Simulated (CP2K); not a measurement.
The O K edge of methyl acrylate was computed by TDDFT (CP2K XAS_TDP, aug-cc-pVDZ, TDA) at these levels: PBEh(45%), PBEh(45%) + GW2X and PBEh(60%). The first three lines of O2 (bonded to 2 C) with a strength over 0.0015, energy in eV and strength:

```csv
run,first,second,third
1,536.75 (0.015),538.29 (0.037),539.48 (0.007)
2,530.11 (0.012),532.34 (0.022),532.67 (0.004)
3,534.72 (0.012),536.95 (0.022),537.29 (0.004)
```

Which run is which?

Run 1: PBEh(60%) (60 % exact exchange). Run 2: PBEh(45%) (45 % exact exchange). Run 3: PBEh(45%) + GW2X (45 % exact exchange). Self-interaction lifts the core level, so the uncorrected lines rise with the share of exact exchange. The GW2X run keeps the spacings of its parent: 2.23 eV between the first two lines in run 3, 2.23 eV in run 2. Its shift is +4.61 eV, since the Kohn–Sham level at this share of exchange lies that far above the quasiparticle level.

[Banner, clock and machine lines of the logs are left out without a mark of their own.]

[Logs are printed without paths, hosts, clocks, repeated set-up lines and the standing remarks that a program may print on its own settings, such as how far it seeks lower states.]

[Hosts, paths, dates, database ids (printed as entryN), source tags and the programs' standing remarks are cut or masked in the printed files.]
